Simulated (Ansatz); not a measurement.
# Squeezing and shearing H5C4SN2Cl (Cmcm) (104 atoms), part 3 of 3

How stiff is H5C4SN2Cl (Cmcm) (104 atoms), and how do its levels respond to strain?

Ansatz 0.2.0; Kohn-Sham DFT, LDA, PAW (set soft_2), plane waves.

The cell: 40 H, 32 C, 8 S, 16 N and 8 Cl. Only the Γ point is sampled.

So far. Step 7 (Volume -6 %): The relaxation converged after 5 steps, 1.37 eV below its start, with a largest force component of 0.039 eV/Å. Step 7 (Volume -6 %): Volume -6 %: the energy stands 0.379 eV above that of the reference, at a pressure of 1.73 GPa.

### Step 8. Volume +6 %

The relaxed cell is scaled to another volume.

Input and log are left out; they have the form of those shown for this kind of step.

Elapsed: 28 s, on 4 threads of Intel Xeon 6975P-C (Granite Rapids), shared host; peak memory 1.3 GiB.

The relaxation converged after 5 steps, 1.22 eV below its start, with a largest force component of 0.041 eV/Å.

Volume +6 %: the energy stands 0.254 eV above that of the reference, at a pressure of -0.987 GPa.

### Step 9. Volume -10 %

The relaxed cell is scaled to another volume.

Input and log are left out; they have the form of those shown for this kind of step.

Elapsed: 26 s, on 4 threads of Intel Xeon 6975P-C (Granite Rapids), shared host; peak memory 1.2 GiB; 91 s of CPU time.

The relaxation converged after 6 steps, 4.03 eV below its start, with a largest force component of 0.039 eV/Å.

Volume -10 %: the energy stands 1.17 eV above that of the reference, at a pressure of 3.42 GPa.

### Step 10. Stretched by 1 % along x

The relaxed cell is strained along x alone, which gives the stiffness along x and its coupling to y and z.

input.yaml

```yaml
crystal:
  lattice:
    - [7.82976, 0.0, 0.0]
    - [0.0, 13.04947, 0.0]
    - [0.0, 0.0, 12.34773]
  atoms:
    [... the 104 atom lines of step 5 ...]
kpoints:
  mp_grid: { grid: [1, 1, 1] }
hamiltonian:
  xc: lda
scf:
  occupations: { method: gaussian, width: 0.025 }
output:
  forces: true
  eigenvalues: true
  stress: true
relax:
  f_tol: 0.05
  max_steps: 70
```

Launch:

```bash
> ansatz run input.yaml --threads 4 --pin off --max-ram 8192MiB --backend cpu --events-out ev --progress --plain --runs-dir out
```

Numbers of over 12 decimals in the logs are rounded to 6 here.

The log of the run:

```text
[...]
Crystal: 104 atoms, lattice volume = 1261.620 Å³
Basis set: ecut = 420 eV, 24661 PW (Γ)
Bands: 280, of which v1, the nominal top of the filled ones, is band 176 counted from 1 (175 counted from 0)
Symmetry: 32 space group operations
[...]
k-points: 1
[...]
SCF iter   1: F=—  HF=-29702.023604 eV  |F-HF|=—  |Δ(HF+E_count)|=         —  Δρ=9.76e-3  dr2=1.59e0  ethr=1.77e-3  ⟨swp⟩=5.0  Hψ=1152  notcnv=0  defer=69
[...]
SCF iter   6: F=—  HF=-29701.510926 eV  |F-HF|=—  |Δ(HF+E_count)|=   2.12e-4  Δρ=5.50e-5  dr2=4.43e-5  ethr=1.35e-7  ⟨swp⟩=2.0  Hψ=297  notcnv=0  defer=95
SCF iter   7: F=-29701.510941 eV  HF=-29701.510946 eV  |F-HF|=4.78e-6  |Δ(HF+E_count)|=   2.01e-5  Δρ=2.53e-5  dr2=1.01e-5  ethr=1.26e-8  ⟨swp⟩=18.0  Hψ=1977  notcnv=0
SCF 1 converged in 7 iterations: F = -29701.510941 eV  dr2 = 1.01e-5
[...]
relax step   1: F+E_penalty+E_count = -29701.51094124 eV  Δ(F+E_penalty+E_count) = +0.000e0 eV  max|allowed force component| = 3.146e-1 eV/Å  Δτ_max = 0.0000 Å  (7 SCF iters, dr2 threshold 6.25e-5 eV, accepted)
[...]
relax step   2: F+E_penalty+E_count = -29701.62319064 eV  Δ(F+E_penalty+E_count) = -1.122e-1 eV  max|allowed force component| = 1.266e-1 eV/Å  Δτ_max = 0.0370 Å  (6 SCF iters, dr2 threshold 6.19e-6 eV, accepted)
[...]
relax step   3: F+E_penalty+E_count = -29701.64071094 eV  Δ(F+E_penalty+E_count) = -1.752e-2 eV  max|allowed force component| = 4.169e-2 eV/Å  Δτ_max = 0.0316 Å  (8 SCF iters, accepted)
SCF converged after 8 iterations
Free energy (F): -29701.640711 eV
[...]
Internal energy: -29701.640711 eV  (E = F + TS)
E sigma→0 (E₀):  -29701.640711 eV
Fermi energy:    2.162875 eV
[...]
Σ components = -29701.640711   (vs F -29701.640711, Δ=0.00e0)
--- Forces (eV/Å), atoms counted from 1 ---
  atom   1  H     -0.04168964    -0.01192256     0.00000000
  atom   2  H      0.04168964     0.01192256    -0.00000000
  atom   3  H      0.04168964    -0.01192256    -0.00000000
  atom   4  H     -0.04168964     0.01192256    -0.00000000
[...]
atom 104  Cl    -0.00000000    -0.00606514    -0.00000000
  max |Σ_I F_I| component: 9.02e-17 eV/Å
--- Stress (GPa, compression-positive) ---
       -0.516126       0.000000      -0.000000
        0.000000      -0.201901       0.000000
       -0.000000       0.000000      -0.015815
  P = ⅓ Tr σ = -0.2446 GPa (-2.446 kbar)
--- Band table (eV) ---
[...]
--- Relaxed structure (3 steps of the walk, 3 accepted, 0 SCFs on fresh bases) ---
  F+E_penalty+E_count = -29701.64071094 eV   max|allowed force component| = 4.169e-2 eV/Å
  atoms:
    - { symbol: H, position: [0.766093, 0.257538, 0.375000] }
    - { symbol: H, position: [0.233907, 0.742462, 0.125] }
    - { symbol: H, position: [0.233907, 0.257538, 0.375000] }
    - { symbol: H, position: [0.766093, 0.742462, 0.125] }
[...]
- { symbol: Cl, position: [0, 0.304317, 0.875000] }
```

Elapsed: 15 s, on 4 threads of Intel Xeon 6975P-C (Granite Rapids), shared host; peak memory 1.3 GiB.

The relaxation converged after 3 steps, 0.130 eV below its start, with a largest force component of 0.042 eV/Å.

Stretched by 1 % along x: the energy stands 0.0208 eV above that of the reference, at a pressure of -0.245 GPa.

### Step 11. Compressed by 1 % along x

The relaxed cell is strained along x alone, which gives the stiffness along x and its coupling to y and z.

Edit input.yaml of step 10 so:

```diff
@@ -2,3 +2,3 @@
   lattice:
-    - [7.82976, 0.0, 0.0]
+    - [7.67472, 0.0, 0.0]
     - [0.0, 13.04947, 0.0]
```

The log of the run:

```text
[...]
Crystal: 104 atoms, lattice volume = 1236.638 Å³
Basis set: ecut = 420 eV, 24215 PW (Γ)
Bands: 280, of which v1, the nominal top of the filled ones, is band 176 counted from 1 (175 counted from 0)
Symmetry: 32 space group operations
[...]
k-points: 1
[...]
SCF iter   1: F=—  HF=-29702.036650 eV  |F-HF|=—  |Δ(HF+E_count)|=         —  Δρ=1.00e-2  dr2=1.63e0  ethr=1.77e-3  ⟨swp⟩=6.0  Hψ=1275  notcnv=0  defer=37
[...]
SCF iter   7: F=-29701.513976 eV  HF=-29701.513981 eV  |F-HF|=4.26e-6  |Δ(HF+E_count)|=   1.79e-5  Δρ=2.35e-5  dr2=8.58e-6  ethr=1.03e-8  ⟨swp⟩=18.0  Hψ=1947  notcnv=0
SCF 1 converged in 7 iterations: F = -29701.513976 eV  dr2 = 8.58e-6
[...]
relax step   1: F+E_penalty+E_count = -29701.51397627 eV  Δ(F+E_penalty+E_count) = +0.000e0 eV  max|allowed force component| = 3.228e-1 eV/Å  Δτ_max = 0.0000 Å  (7 SCF iters, dr2 threshold 6.25e-5 eV, accepted)
[...]
relax step   2: F+E_penalty+E_count = -29701.61937351 eV  Δ(F+E_penalty+E_count) = -1.054e-1 eV  max|allowed force component| = 1.168e-1 eV/Å  Δτ_max = 0.0409 Å  (6 SCF iters, dr2 threshold 6.51e-6 eV, accepted)
[...]
relax step   3: F+E_penalty+E_count = -29701.63610638 eV  Δ(F+E_penalty+E_count) = -1.673e-2 eV  max|allowed force component| = 4.769e-2 eV/Å  Δτ_max = 0.0283 Å  (8 SCF iters, accepted)
SCF converged after 8 iterations
Free energy (F): -29701.636106 eV
[...]
Internal energy: -29701.636106 eV  (E = F + TS)
E sigma→0 (E₀):  -29701.636106 eV
Fermi energy:    2.341757 eV
[...]
--- Forces (eV/Å), atoms counted from 1 ---
  atom   1  H      0.04768876     0.01860003     0.00000000
  atom   2  H     -0.04768876    -0.01860003     0.00000000
  atom   3  H     -0.04768876     0.01860003    -0.00000000
  atom   4  H      0.04768876    -0.01860003     0.00000000
  atom   5  H      0.04768876     0.01860003     0.00000000
  atom   6  H     -0.04768876    -0.01860003     0.00000000
  atom   7  H     -0.04768876     0.01860003     0.00000000
  atom   8  H      0.04768876    -0.01860003     0.00000000
  atom   9  H     -0.00000000     0.01251621     0.00000000
  atom  10  H      0.00000000    -0.01251621     0.00000000
  atom  11  H     -0.00000000     0.01251621    -0.00000000
  atom  12  H      0.00000000    -0.01251621    -0.00000000
  atom  13  H     -0.01323800     0.00293050    -0.00000000
  atom  14  H      0.01323800    -0.00293050    -0.00000000
[...]
atom 103  Cl    -0.00000000     0.00241377     0.00000000
  atom 104  Cl     0.00000000    -0.00241377     0.00000000
  max |Σ_I F_I| component: 5.59e-17 eV/Å
--- Stress (GPa, compression-positive) ---
        0.719499       0.000000       0.000000
       -0.000000       0.381914       0.000000
       -0.000000       0.000000      -0.049843
  P = ⅓ Tr σ = 0.3505 GPa (3.505 kbar)
--- Band table (eV) ---
[...]
--- Relaxed structure (3 steps of the walk, 3 accepted, 0 SCFs on fresh bases) ---
  F+E_penalty+E_count = -29701.63610638 eV   max|allowed force component| = 4.769e-2 eV/Å
  atoms:
    - { symbol: H, position: [0.770707, 0.254194, 0.375000] }
    - { symbol: H, position: [0.229293, 0.745806, 0.125] }
    - { symbol: H, position: [0.229293, 0.254194, 0.375000] }
    - { symbol: H, position: [0.770707, 0.745806, 0.125] }
[...]
- { symbol: Cl, position: [0, 0.305695, 0.875000] }
```

It took 14 s on 4 threads; peak memory 1.3 GiB; 48 s of CPU time.

The relaxation converged after 3 steps, 0.122 eV below its start, with a largest force component of 0.048 eV/Å.

Compressed by 1 % along x: the energy stands 0.0254 eV above that of the reference, at a pressure of 0.351 GPa.

### Step 12. Sheared by 2 % in xy

A shear of the relaxed cell gives the modulus that volume changes can't reach.

Edit input.yaml of step 11 so:

```diff
@@ -2,4 +2,4 @@
   lattice:
-    - [7.67472, 0.0, 0.0]
-    - [0.0, 13.04947, 0.0]
+    - [7.75224, 0.07752, 0.0]
+    - [0.13049, 13.04947, 0.0]
     - [0.0, 0.0, 12.34773]
```

The log of the run:

```text
[...]
Crystal: 104 atoms, lattice volume = 1249.004 Å³
Basis set: ecut = 420 eV, 24391 PW (Γ)
Bands: 280, of which v1, the nominal top of the filled ones, is band 176 counted from 1 (175 counted from 0)
Symmetry: 16 space group operations
[...]
k-points: 1
[...]
SCF iter   1: F=—  HF=-29701.939286 eV  |F-HF|=—  |Δ(HF+E_count)|=         —  Δρ=9.91e-3  dr2=1.62e0  ethr=1.77e-3  ⟨swp⟩=6.0  Hψ=1275  notcnv=0  defer=37
[...]
SCF iter   7: F=-29701.421351 eV  HF=-29701.421360 eV  |F-HF|=8.65e-6  |Δ(HF+E_count)|=   1.60e-5  Δρ=3.26e-5  dr2=1.62e-5  ethr=1.78e-8  ⟨swp⟩=18.0  Hψ=2134  notcnv=0
SCF 1 converged in 7 iterations: F = -29701.421351 eV  dr2 = 1.62e-5
[...]
relax step   1: F+E_penalty+E_count = -29701.42135122 eV  Δ(F+E_penalty+E_count) = +0.000e0 eV  max|allowed force component| = 7.594e-1 eV/Å  Δτ_max = 0.0000 Å  (7 SCF iters, dr2 threshold 6.25e-5 eV, accepted)
[...]
relax step   2: F+E_penalty+E_count = -29701.62723657 eV  Δ(F+E_penalty+E_count) = -2.059e-1 eV  max|allowed force component| = 2.308e-1 eV/Å  Δτ_max = 0.0461 Å  (5 SCF iters, dr2 threshold 3.60e-5 eV, accepted)
[...]
relax step   3: F+E_penalty+E_count = -29701.65284022 eV  Δ(F+E_penalty+E_count) = -2.560e-2 eV  max|allowed force component| = 5.296e-2 eV/Å  Δτ_max = 0.0201 Å  (6 SCF iters, dr2 threshold 3.33e-6 eV, accepted)
[...]
relax step   4: F+E_penalty+E_count = -29701.65444777 eV  Δ(F+E_penalty+E_count) = -1.608e-3 eV  max|allowed force component| = 2.765e-2 eV/Å  Δτ_max = 0.0079 Å  (7 SCF iters, accepted)
SCF converged after 7 iterations
Free energy (F): -29701.654448 eV
[...]
Internal energy: -29701.654448 eV  (E = F + TS)
E sigma→0 (E₀):  -29701.654448 eV
Fermi energy:    2.248748 eV
[...]
--- Forces (eV/Å), atoms counted from 1 ---
  atom   1  H     -0.02764903    -0.01244028    -0.00000000
  atom   2  H      0.02764903     0.01244028    -0.00000000
  atom   3  H     -0.02253870     0.01209556    -0.00000000
  atom   4  H      0.02253870    -0.01209556    -0.00000000
  atom   5  H     -0.02764903    -0.01244028    -0.00000000
  atom   6  H      0.02764903     0.01244028    -0.00000000
  atom   7  H     -0.02253870     0.01209556    -0.00000000
  atom   8  H      0.02253870    -0.01209556    -0.00000000
  atom   9  H     -0.00288376    -0.00075990     0.00000000
  atom  10  H      0.00288376     0.00075990     0.00000000
  atom  11  H     -0.00288376    -0.00075990     0.00000000
  atom  12  H      0.00288376     0.00075990     0.00000000
  atom  13  H     -0.00410858     0.00179781    -0.00000000
  atom  14  H      0.00410858    -0.00179781     0.00000000
[...]
atom 103  Cl    -0.01078598     0.00067072    -0.00000000
  atom 104  Cl     0.01078598    -0.00067072     0.00000000
  max |Σ_I F_I| component: 1.91e-17 eV/Å
--- Stress (GPa, compression-positive) ---
        0.038713      -0.032033      -0.000000
       -0.032033       0.066732      -0.000000
       -0.000000      -0.000000      -0.026469
  P = ⅓ Tr σ = 0.0263 GPa (0.263 kbar)
--- Band table (eV) ---
[...]
--- Relaxed structure (4 steps of the walk, 4 accepted, 0 SCFs on fresh bases) ---
  F+E_penalty+E_count = -29701.65444777 eV   max|allowed force component| = 2.765e-2 eV/Å
  atoms:
    - { symbol: H, position: [0.767828, 0.255194, 0.375000] }
    - { symbol: H, position: [0.232172, 0.744806, 0.125] }
    - { symbol: H, position: [0.230933, 0.256478, 0.375000] }
    - { symbol: H, position: [0.769067, 0.743522, 0.125] }
[...]
- { symbol: Cl, position: [-0.00313011, 0.304977, 0.875000] }
```

Run time: 17 s. Hardware: 4 threads; peak memory 1.3 GiB.

The relaxation converged after 4 steps, 0.233 eV below its start, with a largest force component of 0.028 eV/Å.

Sheared by 2 % in xy: the energy stands 0.00706 eV above that of the reference, at a pressure of 0.0263 GPa.

### Step 13. Pressure against volume

Atoms are relaxed at each volume, in the scaled cell.

```csv
volume change (%),volume (Å³/atom),energy change (meV/atom),pressure (GPa),largest move on relaxing (Å),bonds,gap (eV)
-10,10.810,11.27,3.42,0.10,96,1.85
-6,11.290,3.64,1.73,0.06,96,1.88
-3,11.651,0.89,0.76,0.03,96,1.89
+0,12.011,0.00,-0.02,-,96,1.88
+3,12.371,0.67,-0.54,0.04,96,1.89
+6,12.731,2.44,-0.99,0.08,96,1.88
```

### Step 14. Uniaxial strain and shear

Stress (GPa, compression positive) less that of the relaxed cell, atoms relaxed:

```csv
strain,xx,yy,zz,xy,energy change (meV/atom)
stretched by 1 % along x,-0.495,-0.199,0.012,0.000,0.20
compressed by 1 % along x,0.741,0.385,-0.022,0.000,0.24
sheared by 2 % in xy,0.060,0.069,0.001,-0.032,0.07
```

### Step 15. What came out

The bulk modulus, from the slope of pressure against ln V over the three points nearest the relaxed volume, is 21.6 GPa; a quadratic over all points gives a pressure derivative of about 8.8. The gap goes from 1.85 eV at the smallest volume to 1.88 eV at the largest, not monotonically (lowest 1.85, highest 1.89 eV), on the run's k-points. The shear changes the normal stresses by up to 0.07 GPa, more than the shear stress itself (0.03 GPa), so the response isn't simply elastic and the value of C66 is doubtful. Stretch and compression disagree (xx stress changes of -0.49 and 0.74 GPa), so C11 is only a mean of unlike responses. In the Cartesian axes of the cell, finite differences give C11 = 61.8, C12 = 29.2, C13 = -1.70 and C66 = 1.60 GPa (the shear of 2 % is the engineering strain, εxy = 0.01).

**Limits.** Strains are finite and relaxations stop at the force tolerance of the input, which can leave moduli too stiff; they are those of a static cell at zero temperature. Volumes are changed with the cell's shape held, so in an anisotropic solid the modulus lies over the one under free hydrostatic load. The program notes that the SCF threshold of the relaxations is loose for the stress. The reference functional has no dispersion term, which matters for the binding between molecules or layers, where LDA binds through overlap of densities alone.

The DFT runs together took 3.8 min of wall time.

[Logs are printed without paths, hosts, clocks, repeated set-up lines and the standing remarks that a program may print on its own settings, such as how far it seeks lower states.]

[Hosts, paths, dates, database ids (printed as entryN), source tags and the programs' standing remarks are cut or masked in the printed files.]
